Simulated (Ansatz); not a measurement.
# Does disorder add resistance in series? Ta(100) layers displaced at 80 K

Two lengths of the disordered region are known. What area resistance does the third give?

**Method.** Ansatz 0.2.0, plane waves with PAW datasets at their recommended cutoffs (420 eV for most), Fermi-Dirac smearing; ballistic transmission by layer matching. The area resistance is RA = A (h/2e²)(1/T − 1/N), with T the zone-mean transmission per spin and N the lead's channels, both averaged over a few energies near the Fermi level; for magnets each spin is taken apart, with h/e², and the two conduct in parallel. Lateral cell 2x2, PBE, a fresh random draw for each length. Atoms are displaced independently, by 0.0371 Å r.m.s. per direction; each RA is scaled by the nominal over the drawn mean square displacement.

The runs, with one result withheld:

```
length (Å)  channels N  RA (fΩ m²)
      6.61       10.26      0.0655
      13.2       10.21       0.105
      19.8       10.21           ?
```

Worked fit:

Ohm's law makes RA linear in the length: the slope is (0.105 − 0.0655)/(13.2 − 6.61) = 5.92×10⁻³ fΩ m² per Å, or 5.9 µΩ cm. Then 0.105 + 5.92×10⁻³ × 6.61. Predicted: 0.144 fΩ m².

What the run gave:

0.134 fΩ m², so the prediction is 7.0 % too high. The three lengths together give 5.2 µΩ cm. The two increments are 0.039 and 0.030 fΩ m², roughly as Ohm's law has it, though with one draw for each length that is a weak test.

**Limits.** The scatterers repeat sideways with the small cell. The slope is a raw one; a model of isotropic scattering puts it 1.14 times the bulk value over these lengths. Spin-orbit coupling is left out, which matters for Ta.

[Logs are printed without paths, hosts, clocks, repeated set-up lines and the standing remarks that a program may print on its own settings, such as how far it seeks lower states.]
